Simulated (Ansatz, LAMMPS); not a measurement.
# Glassy Ga2O3 (115 atoms): where an added charge goes, part 3 of 4

Aim: add and remove one electron in glassy Ga2O3 (115 atoms), with atoms held and relaxed, and read trapping energy and localisation.

Ansatz 0.2.0; Kohn-Sham DFT, PBE, PAW (set soft_1), plane waves.

The cell: 46 Ga and 69 O. The quench rate of 100 K/ps is orders of magnitude faster than experiment. The network of bonds at the start is that of the classical potential that made the cell. Sampling is at Γ alone, for a cell whose shortest periodic width is 11 Å.

So far. Step 3 (Relaxation): The relaxation converged after 22 steps, 11.5 eV below its start, with a largest force component of 0.026 eV/Å. Step 5 (An extra electron, atoms held): An extra electron, atoms held: the energy stands 8.25 eV above that of the reference. An odd electron should give 1 μB; this run ended with the carrier shared between both spins.

## (6) An extra electron, atoms relaxed

The atoms now respond to the charge; the energy gained comes from screening by the atoms, from trapping if the charge localises, and from any strain left in the reference.

File input.yaml:

```yaml
crystal:
  lattice:
    - [11.0541, 0.0, 0.0]
    - [0.0, 11.0541, 0.0]
    - [0.0, 0.0, 11.0541]
  atoms:
    [... the 115 atom lines of step 4 ...]
total_charge: -1
kpoints:
  mp_grid: { grid: [1, 1, 1] }
hamiltonian:
  xc: pbe
  pseudopotentials: { kind: paw, azcp: { folder: soft_1 } }
scf:
  occupations: { method: fermi_dirac, width: 0.01 }
  lower_state_search: "off"
output:
  forces: true
magnetization:
  spin_polarized: true
  initial_magnetization: 1
relax:
  f_tol: 0.05
  max_steps: 90
```

Started as:

```console
$ ansatz run input.yaml --threads 4 --pin off --max-ram 8192MiB --backend cpu --events-out ev --progress --plain --runs-dir out
```

Numbers of over 12 decimals in the logs are rounded to 6 here.

Log:

```text
[...]
Crystal: 115 atoms, lattice volume = 1350.735 Å³
Basis set: ecut = 420 eV, 26529 PW (Γ), exchange–correlation on 150×150×150 points (8 copies of the dense FFT grid, shifted against one another)
Bands: 622, of which v1, the nominal top of the filled ones, is band 507 counted from 1 (506 counted from 0)
Symmetry: 1 space group operations
[...]
k-points: 1
[...]
Starting moments: Σ|m| = 1 μB on 115 of 115 sites
[...]
SCF iter   1: F=—  HF=-213213.493124 eV  |F-HF|=—  |Δ(HF+E_count)|=         —  Δρ=5.58e-2 (↑5.38e-2 ↓5.58e-2)  dr2=8.08e1  dr2_m=1.40e-2  M=1.000 μB ∫|m|=1.090 μB  β_m=1.00  ethr=3.10e-3  ⟨swp⟩=6.0  Hψ=4130  notcnv=0  defer=102
[...]
SCF iter   2: F=—  HF=-213198.936388 eV  |F-HF|=—  |Δ(HF+E_count)|=         —  Δρ=3.61e-2 (↑3.61e-2 ↓3.60e-2)  dr2=3.49e1  dr2_m=1.38e-3  M=0.513 μB ∫|m|=0.619 μB  β_m=0.30  ethr=3.10e-3  ⟨swp⟩=3.0  Hψ=2348  notcnv=0  defer=218
[...]
SCF iter   9: F=—  HF=-213187.378202 eV  |F-HF|=—  |Δ(HF+E_count)|=   6.25e-3  Δρ=1.44e-4 (↑1.42e-4 ↓1.44e-4)  dr2=4.73e-4  dr2_m=9.67e-5  M=0.315 μB ∫|m|=0.380 μB  β_m=0.30  ethr=1.57e-7  ⟨swp⟩=2.0  Hψ=1912  notcnv=0  defer=218
[...]
SCF iter  11: F=—  HF=-213187.379768 eV  |F-HF|=—  |Δ(HF+E_count)|=   1.04e-3  Δρ=7.51e-5 (↑7.51e-5 ↓4.81e-5)  dr2=8.34e-5  dr2_m=2.48e-5  M=0.219 μB ∫|m|=0.264 μB  β_m=0.63  ethr=3.05e-8  ⟨swp⟩=2.0  Hψ=2040  notcnv=0  defer=218
[...]
SCF iter  15: F=-213187.379960 eV  HF=-213187.379961 eV  |F-HF|=8.23e-7  |Δ(HF+E_count)|=   1.75e-5  Δρ=1.19e-5 (↑1.11e-5 ↓1.19e-5)  dr2=3.73e-6  dr2_m=6.37e-7  M=0.039 μB ∫|m|=0.047 μB  β_m=0.97  ethr=3.63e-10  ⟨swp⟩=1.0  Hψ=3707  notcnv=0
SCF iter  16: F=-213187.379964 eV  HF=-213187.379964 eV  |F-HF|=1.57e-7  |Δ(HF+E_count)|=   2.97e-6  Δρ=7.98e-6 (↑7.98e-6 ↓6.23e-6)  dr2=1.76e-6  dr2_m=2.13e-7  M=0.022 μB ∫|m|=0.027 μB  ethr=3.63e-10  ⟨swp⟩=1.0  Hψ=3292  notcnv=0
[...]
SCF 1 converged in 16 iterations: F = -213187.379964 eV  dr2 = 1.76e-6
[...]
relax step   1: F+E_penalty+E_count = -213187.37996410 eV  Δ(F+E_penalty+E_count) = +0.000e0 eV  max|allowed force component| = 8.056e-2 eV/Å  Δτ_max = 0.0000 Å  (16 SCF iters, dr2 threshold 6.25e-5 eV, accepted)
[...]
Starting moments: Σ|m| = 1 μB on 115 of 115 sites; this step starts from the density that it was given
[...]
SCF iter   1: F=—  HF=-213187.387205 eV  |F-HF|=—  |Δ(HF+E_count)|=         —  Δρ=4.71e-4 (↑4.60e-4 ↓4.71e-4)  dr2=3.80e-3  dr2_m=7.85e-7  M=0.022 μB ∫|m|=0.027 μB  β_m=0.30  ethr=3.70e-7  ⟨swp⟩=1.0  Hψ=2930  notcnv=0  defer=218
[...]
spin=Collinear: Kerker preconditioning applied to the charge; magnetization (m = ρ↑ − ρ↓) channel mixes plain (no charge-response kernel on spin).
SCF iter   2: F=—  HF=-213187.386650 eV  |F-HF|=—  |Δ(HF+E_count)|=   5.55e-4  Δρ=3.32e-4 (↑3.25e-4 ↓3.32e-4)  dr2=1.94e-3  dr2_m=4.63e-7  M=0.021 μB ∫|m|=0.025 μB  β_m=0.64  ethr=3.70e-7  ⟨swp⟩=1.0  Hψ=1026  notcnv=0  defer=218
SCF iter   3: F=—  HF=-213187.386271 eV  |F-HF|=—  |Δ(HF+E_count)|=   3.79e-4  Δρ=3.12e-5 (↑3.12e-5 ↓3.06e-5)  dr2=7.40e-5  dr2_m=1.06e-7  M=0.016 μB ∫|m|=0.019 μB  β_m=0.68  ethr=1.91e-7  ⟨swp⟩=2.0  Hψ=1904  notcnv=0  defer=218
[...]
SCF iter  10: F=—  HF=-213187.384334 eV  |F-HF|=—  |Δ(HF+E_count)|=   5.15e-8  Δρ=9.41e-7 (↑9.26e-7 ↓9.41e-7)  dr2=1.67e-7  dr2_m=1.03e-10  M=0.000 μB ∫|m|=0.001 μB  β_m=0.91  ethr=4.74e-11  ⟨swp⟩=2.0  Hψ=1407  notcnv=0  defer=218
SCF iter  11: F=-213187.384334 eV  HF=-213187.384334 eV  |F-HF|=7.77e-8  |Δ(HF+E_count)|=   1.14e-8  Δρ=8.16e-7 (↑8.16e-7 ↓8.15e-7)  dr2=9.34e-8  dr2_m=1.05e-11  M=0.000 μB ∫|m|=0.000 μB  ethr=9.87e-12  ⟨swp⟩=3.0  Hψ=3160  notcnv=0
the starting moments were not kept: the SCF closed with an absolute magnetisation of 1.8e-4 μB, where they sum to 1 μB in size (115 sites). That is at most 0.1 of that sum. Measured as dr2_m measures the in/out step, that magnetisation stands 1.8e-10 eV from none, at or under the dr2_threshold of 1.0e-7 eV: it is no larger than a step whose dr2_m would equal this threshold.
SCF 2 converged in 11 iterations: F = -213187.384334 eV  dr2 = 9.34e-8
relax step   2: F+E_penalty+E_count = -213187.38433438 eV  Δ(F+E_penalty+E_count) = -4.370e-3 eV  max|allowed force component| = 3.431e-2 eV/Å  Δτ_max = 0.0078 Å  (11 SCF iters, accepted)
SCF converged after 11 iterations
Magnetization: 0.0002 μB (506.5001 up, 506.4999 down)
Absolute magnetization: 0.0002 μB (∫|ρ↑−ρ↓|, with the PAW one-centre terms)
[...]
Per-site moments (μB) at R_I (Å): [(4.535196759606812e-7, 0.791485), (5.756433622633155e-7, 0.790077), (2.8246894245785687e-7, 0.773169), (7.807192064541621e-7, 0.795720), (5.767951622062063e-7, 0.778145), [...]
Free energy (F): -213187.384334 eV
[...]
Internal energy: -213187.370471 eV  (E = F + TS)
E sigma→0 (E₀):  -213187.377403 eV
Entropy (-TS):   -0.013863 eV (-0.121 meV/atom)
Fermi energy:    8.252336 eV
[...]
Σ components = -213187.384334   (vs F -213187.384334, Δ=0.00e0)
--- Forces (eV/Å), atoms counted from 1 ---
  atom   1  Ga    -0.01478911     0.01167777     0.02785177
  atom   2  Ga    -0.00356350    -0.00251322    -0.00303207
  atom   3  Ga     0.00152218     0.01863323     0.00942398
  atom   4  Ga     0.01275789     0.00201805     0.01412148
[...]
atom 115  O     -0.00726514    -0.00573013     0.00238225
  max |Σ_I F_I| component: 3.24e-5 eV/Å
--- Relaxed structure (2 steps of the walk, 2 accepted, 0 SCFs on fresh bases) ---
  F+E_penalty+E_count = -213187.38433438 eV   max|allowed force component| = 3.431e-2 eV/Å
  atoms:
    - { symbol: Ga, position: [0.303628, 0.458634, 0.964757] }
    - { symbol: Ga, position: [0.808880, 0.782750, 0.510574] }
    - { symbol: Ga, position: [0.776133, 0.453199, 0.075247] }
    - { symbol: Ga, position: [0.157598, 0.290594, 0.208724] }
[...]
- { symbol: O, position: [0.778166, 0.084406, 0.738601] }
```

Run time: 2.4 min. Hardware: 4 threads of Arm Neoverse V2, shared host; peak memory 4 GiB; 9.3 min of CPU time.

The relaxation converged after 2 steps, 0.00437 eV below its start, with a largest force component of 0.034 eV/Å.

An extra electron, atoms relaxed: the energy stands 8.24 eV above that of the reference. An odd electron should give 1 μB; this run ended with the carrier shared between both spins.

## (7) An extra electron, levels at the relaxed geometry

A single point at the new geometry gives levels and spin density.

input.yaml, the sections that differ from step 6:

```yaml
crystal:
  lattice:
    - [11.0541, 0.0, 0.0]
    - [0.0, 11.0541, 0.0]
    - [0.0, 0.0, 11.0541]
  atoms:
    - { symbol: Ga, position: [0.30363, 0.45863, 0.96476] }
    - { symbol: Ga, position: [0.80888, 0.78275, 0.51057] }
    - { symbol: Ga, position: [0.77613, 0.4532, 0.07525] }
    - { symbol: Ga, position: [0.1576, 0.29059, 0.20872] }
    - { symbol: Ga, position: [0.44057, 0.44137, 0.25068] }
    - { symbol: Ga, position: [0.47501, 0.61447, 0.48951] }
    [... 103 atom lines left out ...]
    - { symbol: O, position: [0.90821, 0.5181, 0.96698] }
    - { symbol: O, position: [0.09614, 0.40886, 0.51086] }
    - { symbol: O, position: [0.88794, 0.75777, 0.10842] }
    - { symbol: O, position: [0.77792, 0.34635, 0.69897] }
    - { symbol: O, position: [0.97409, 0.024, 0.12996] }
    - { symbol: O, position: [0.77817, 0.08441, 0.7386] }
output:
  forces: true
  stress: true
  populations: true
  dos:
    method: { smearing: { sigma: 0.1 } }
    de: 0.1
    projected: { site_lists: { Ga: [Ga], O: [O] } }
  eigenvalues: true
  write_density: true
  write_potential: true
  volumetric_format: npy
# total_charge, kpoints, hamiltonian, scf, magnetization: as in step 6
# relax: removed
```

Log:

```text
[...]
Crystal: 115 atoms, lattice volume = 1350.735 Å³
Basis set: ecut = 420 eV, 26529 PW (Γ), exchange–correlation on 150×150×150 points (8 copies of the dense FFT grid, shifted against one another)
Bands: 622, of which v1, the nominal top of the filled ones, is band 507 counted from 1 (506 counted from 0)
Symmetry: 1 space group operations
[...]
k-points: 1
[...]
Starting moments: Σ|m| = 1 μB on 115 of 115 sites
[...]
SCF iter   1: F=—  HF=-213213.477403 eV  |F-HF|=—  |Δ(HF+E_count)|=         —  Δρ=5.58e-2 (↑5.38e-2 ↓5.58e-2)  dr2=8.08e1  dr2_m=1.40e-2  M=1.000 μB ∫|m|=1.090 μB  β_m=1.00  ethr=3.10e-3  ⟨swp⟩=6.0  Hψ=4126  notcnv=0  defer=106
[...]
SCF iter  19: F=-213187.384322 eV  HF=-213187.384322 eV  |F-HF|=3.20e-9  |Δ(HF+E_count)|=   4.85e-8  Δρ=3.86e-7 (↑3.86e-7 ↓3.70e-7)  dr2=7.28e-9  dr2_m=2.70e-11  M=0.000 μB ∫|m|=0.000 μB  ethr=9.87e-12  ⟨swp⟩=12.0  Hψ=9341  notcnv=0
[...]
SCF 1 converged in 19 iterations: F = -213187.384322 eV  dr2 = 7.28e-9
[...]
SCF converged after 19 iterations
Magnetization: 0.0001 μB (506.5001 up, 506.4999 down)
Absolute magnetization: 0.0002 μB (∫|ρ↑−ρ↓|, with the PAW one-centre terms)
[...]
Per-site moments (μB) at R_I (Å): [(4.204150398180879e-7, 0.791459), (5.244408724433944e-7, 0.790080), (2.6274327163203284e-7, 0.773201), (7.157830013036792e-7, 0.795744), (5.281090624362839e-7, 0.778118), [...]
Free energy (F): -213187.384322 eV
[...]
Internal energy: -213187.370459 eV  (E = F + TS)
E sigma→0 (E₀):  -213187.377391 eV
Entropy (-TS):   -0.013863 eV (-0.121 meV/atom)
Fermi energy:    8.252346 eV
[...]
--- Forces (eV/Å), atoms counted from 1 ---
  atom   1  Ga    -0.01537126     0.01287071     0.02737392
  atom   2  Ga    -0.00314406    -0.00268476    -0.00264067
  atom   3  Ga     0.00166162     0.01771440     0.00839525
  atom   4  Ga     0.01270710     0.00236287     0.01483595
  atom   5  Ga    -0.00514767     0.00026560    -0.00365509
  atom   6  Ga    -0.00522853    -0.00659556    -0.00675682
  atom   7  Ga     0.00935946    -0.00853128     0.00373008
  atom   8  Ga    -0.01471128     0.00267603     0.00458162
  atom   9  Ga     0.01650627     0.00244064     0.00048672
  atom  10  Ga     0.00800760    -0.01200466    -0.00873714
  atom  11  Ga     0.01218264    -0.01008664     0.00321731
  atom  12  Ga     0.01202803    -0.01395822    -0.01255654
  atom  13  Ga     0.01749510    -0.00691657    -0.00542946
  atom  14  Ga     0.00366150    -0.00758059     0.00692029
[...]
atom 114  O     -0.01798315     0.00384139    -0.01229422
  atom 115  O     -0.00831988    -0.00670821     0.00272315
  max |Σ_I F_I| component: 1.10e-5 eV/Å
--- Stress (GPa, compression-positive) ---
       -2.081268      -0.117688       0.527444
       -0.117688      -0.669299       0.549185
        0.527444       0.549185      -0.819078
  P = ⅓ Tr σ = -1.1899 GPa (-11.899 kbar)
--- Band table (eV) ---
[...]
--- Löwdin populations: 115 sites ---
  site symbol       q [e]    m [muB]
     0     Ga     11.9586     0.0000
     1     Ga     11.9384     0.0000
     2     Ga     11.9917     0.0000
[...]
114      O      6.6788     0.0000
  spilling = 0.002679 (of n_electrons = 1013.000000)
```

The job ended after 1.9 min (4 threads; peak memory 4.1 GiB; 7.6 min of CPU time).

An extra electron, levels at the relaxed geometry: the energy stands 8.24 eV above that of the reference. An odd electron should give 1 μB; this run ended with the carrier shared between both spins.

The levels nearest the highest filled one (over half full), pooled over k-points and spins:

```tsv
level less the highest filled one (eV)	occupation
-1.31	1
-1.31	1
0	0.5
0	0.5
2.18	0
2.18	0
2.33	0
2.33	0
```

## (8) Neutral at the geometry of the electron

The neutral cell at the new geometry gives the energy of that geometry without the charge.

input.yaml, the sections that differ from step 7:

```yaml
crystal:
  lattice:
    - [11.0541, 0.0, 0.0]
    - [0.0, 11.0541, 0.0]
    - [0.0, 0.0, 11.0541]
  atoms:
    [... the 115 atom lines of step 7 ...]
scf:
  occupations: { method: fixed }
output:
  forces: true
  stress: true
  populations: true
  dos:
    method: { smearing: { sigma: 0.1 } }
    de: 0.1
    projected: { site_lists: { Ga: [Ga], O: [O] } }
  eigenvalues: true
# kpoints, hamiltonian: as in step 7
# total_charge: removed
# magnetization: removed
```

Log:

```text
[...]
Crystal: 115 atoms, lattice volume = 1350.735 Å³
Basis set: ecut = 420 eV, 26529 PW (Γ), exchange–correlation on 150×150×150 points (8 copies of the dense FFT grid, shifted against one another)
Bands: 621, of which v1, the nominal top of the filled ones, is band 506 counted from 1 (505 counted from 0)
Symmetry: 1 space group operations
[...]
k-points: 1
[...]
SCF iter   1: F=—  HF=-213224.841603 eV  |F-HF|=—  |Δ(HF+E_count)|=         —  Δρ=1.14e-1  dr2=8.72e1  ethr=3.10e-3  ⟨swp⟩=5.0  Hψ=1857  notcnv=0  defer=108
[...]
SCF iter  12: F=—  HF=-213195.626444 eV  |F-HF|=—  |Δ(HF+E_count)|=   1.27e-6  Δρ=6.23e-6  dr2=4.65e-7  ethr=1.77e-10  ⟨swp⟩=2.0  Hψ=1019  notcnv=0  defer=108
SCF iter  13: F=-213195.626444 eV  HF=-213195.626444 eV  |F-HF|=5.42e-8  |Δ(HF+E_count)|=   1.29e-7  Δρ=2.11e-6  dr2=6.29e-8  ethr=9.88e-12  ⟨swp⟩=9.0  Hψ=3239  notcnv=0
SCF 1 converged in 13 iterations: F = -213195.626444 eV  dr2 = 6.29e-8
[...]
SCF converged after 13 iterations
Free energy (F): -213195.626444 eV
[...]
Internal energy: -213195.626444 eV  (E = F + TS)
E sigma→0 (E₀):  -213195.626444 eV
Fermi energy:    6.950346 eV
[...]
Σ components = -213195.626444   (vs F -213195.626444, Δ=0.00e0)
--- Forces (eV/Å), atoms counted from 1 ---
  atom   1  Ga     0.00378038    -0.00032641    -0.03626875
  atom   2  Ga    -0.00090877     0.00257089     0.00113572
  atom   3  Ga     0.00549913    -0.01258619    -0.02509146
  atom   4  Ga    -0.00234328     0.00682242    -0.00092050
[...]
atom 115  O      0.01638846     0.00426962    -0.00504547
  max |Σ_I F_I| component: 5.13e-5 eV/Å
--- Stress (GPa, compression-positive) ---
       -2.608525      -0.099474       0.505497
       -0.099474      -1.167616       0.534264
        0.505497       0.534264      -1.377781
  P = ⅓ Tr σ = -1.7180 GPa (-17.180 kbar)
--- Band table (eV) ---
[...]
--- Löwdin populations: 115 sites ---
  site symbol       q [e]
     0     Ga     11.9434
     1     Ga     11.9220
     2     Ga     11.9800
[...]
114      O      6.6752
  spilling = 0.002667 (of n_electrons = 1012.000000)
```

Wall time 48 s (4 threads); peak memory 2.5 GiB; 3.1 min of CPU time.

Neutral at the geometry of the electron: the energy stands 0.00120 eV above that of the reference.

## (9) An extra hole, atoms held

The electron count changes by one with the atoms held: a vertical process, on a uniform background, with spin and a narrow Fermi–Dirac smearing. Its energy against the neutral cell hangs on the program's zero of potential.

input.yaml: that of step 8 with these lines changed.

```diff
@@ -6,3 +6,4 @@
   atoms:
-    [... the 115 atom lines of step 7 ...]
+    [... the 115 atom lines of step 4 ...]
+total_charge: 1
 kpoints:
@@ -13,3 +14,4 @@
 scf:
-  occupations: { method: fixed }
+  occupations: { method: fermi_dirac, width: 0.01 }
+  lower_state_search: "off"
 output:
@@ -23 +25,7 @@
   eigenvalues: true
+  write_density: true
+  write_potential: true
+  volumetric_format: npy
+magnetization:
+  spin_polarized: true
+  initial_magnetization: 1
```

Log:

```text
[...]
Crystal: 115 atoms, lattice volume = 1350.735 Å³
Basis set: ecut = 420 eV, 26529 PW (Γ), exchange–correlation on 150×150×150 points (8 copies of the dense FFT grid, shifted against one another)
Bands: 621, of which v1, the nominal top of the filled ones, is band 506 counted from 1 (505 counted from 0)
Symmetry: 1 space group operations
[...]
k-points: 1
[...]
Starting moments: Σ|m| = 1 μB on 115 of 115 sites
[...]
SCF iter   1: F=—  HF=-213234.376377 eV  |F-HF|=—  |Δ(HF+E_count)|=         —  Δρ=5.93e-2 (↑5.79e-2 ↓5.93e-2)  dr2=9.32e1  dr2_m=2.56e-1  M=1.000 μB ∫|m|=1.069 μB  β_m=1.00  ethr=3.10e-3  ⟨swp⟩=5.0  Hψ=4122  notcnv=0  defer=100
[...]
SCF iter   4: F=—  HF=-213203.976304 eV  |F-HF|=—  |Δ(HF+E_count)|=    6.38e0  Δρ=1.53e-2 (↑1.19e-2 ↓1.53e-2)  dr2=8.85e0  dr2_m=1.73e-1  M=0.439 μB ∫|m|=0.617 μB  β_m=0.30  ethr=2.26e-3  ⟨swp⟩=2.0  Hψ=1041  notcnv=0  defer=216
[...]
SCF iter  12: F=—  HF=-213202.363827 eV  |F-HF|=—  |Δ(HF+E_count)|=   9.28e-3  Δρ=1.58e-3 (↑1.06e-3 ↓1.58e-3)  dr2=1.43e-1  dr2_m=4.11e-3  M=0.993 μB ∫|m|=1.101 μB  β_m=0.30  ethr=4.06e-5  ⟨swp⟩=2.0  Hψ=1046  notcnv=0  defer=216
[...]
SCF iter  14: F=—  HF=-213202.381832 eV  |F-HF|=—  |Δ(HF+E_count)|=   9.19e-3  Δρ=1.81e-3 (↑5.90e-4 ↓1.81e-3)  dr2=1.16e-1  dr2_m=9.27e-3  M=0.999 μB ∫|m|=1.117 μB  β_m=0.25  ethr=7.48e-6  ⟨swp⟩=2.0  Hψ=1243  notcnv=0  defer=216
[...]
SCF iter  42: F=-213202.389964 eV  HF=-213202.389964 eV  |F-HF|=1.86e-8  |Δ(HF+E_count)|=  1.16e-10  Δρ=9.03e-7 (↑1.94e-7 ↓9.03e-7)  dr2=2.19e-8  dr2_m=2.17e-9  M=0.999 μB ∫|m|=1.130 μB  β_m=0.56  ethr=1.64e-12  ⟨swp⟩=4.0  Hψ=5897  notcnv=0
SCF iter  43: F=-213202.389964 eV  HF=-213202.389964 eV  |F-HF|=4.48e-9  |Δ(HF+E_count)|=  8.73e-10  Δρ=4.41e-7 (↑9.80e-8 ↓4.41e-7)  dr2=5.28e-9  dr2_m=5.45e-10  M=0.999 μB ∫|m|=1.130 μB  ethr=1.64e-12  ⟨swp⟩=4.0  Hψ=5867  notcnv=0
SCF 1 converged in 43 iterations: F = -213202.389964 eV  dr2 = 5.28e-9
[...]
SCF converged after 43 iterations
Magnetization: 0.9989 μB (505.9995 up, 505.0005 down)
Absolute magnetization: 1.1283 μB (∫|ρ↑−ρ↓|, with the PAW one-centre terms)
[...]
Per-site moments (μB) at R_I (Å): [(-4.5354162269568855e-5, 0.790884), (3.0481662368317243e-5, 0.789976), (-6.519305908721164e-5, 0.773001), (-0.000132277, 0.795521), (-0.000129835, [...]
Free energy (F): -213202.389964 eV
[...]
Internal energy: -213202.374712 eV  (E = F + TS)
E sigma→0 (E₀):  -213202.382338 eV
Entropy (-TS):   -0.015252 eV (-0.133 meV/atom)
Fermi energy:    6.675701 eV
[...]
Σ components = -213202.389964   (vs F -213202.389964, Δ=0.00e0)
--- Forces (eV/Å), atoms counted from 1 ---
  atom   1  Ga     0.01815622     0.14275294     0.25932492
  atom   2  Ga     0.09280812     0.00647405    -0.01054592
  atom   3  Ga    -0.03211973     0.10075952     0.04334447
  atom   4  Ga    -0.04651165    -0.00209189     0.04313154
[...]
atom 115  O     -0.08354403    -0.04468481     0.10735344
  max |Σ_I F_I| component: 2.89e-6 eV/Å
--- Stress (GPa, compression-positive) ---
       -2.184357      -0.036756       0.419958
       -0.036756      -0.731829       0.428592
        0.419958       0.428592      -0.992066
  P = ⅓ Tr σ = -1.3028 GPa (-13.028 kbar)
--- Band table (eV) ---
[...]
--- Löwdin populations: 115 sites ---
  site symbol       q [e]    m [muB]
     0     Ga     11.9349    -0.0028
     1     Ga     11.9149    -0.0011
     2     Ga     11.9740    -0.0011
[...]
114      O      6.6527     0.0563
  spilling = 0.002636 (of n_electrons = 1011.000000)
```

The job ended after 3.6 min (4 threads; peak memory 4.1 GiB).

An extra hole, atoms held: the energy stands 6.76 eV below that of the reference, with a moment of 1.00 μB.

The levels nearest the highest filled one (over half full), pooled over k-points and spins:

```tsv
level less the highest filled one (eV)	occupation
-0.0637	0.999
-0.0423	0.995
-0.0157	0.929
0	0.732
0.0164	0.346
1.61	0
1.61	0
3.81	0
```

(Continued in part 4 of 4.)

[Logs are printed without paths, hosts, clocks, repeated set-up lines and the standing remarks that a program may print on its own settings, such as how far it seeks lower states.]

[Hosts, paths, dates, database ids (printed as entryN), source tags and the programs' standing remarks are cut or masked in the printed files.]
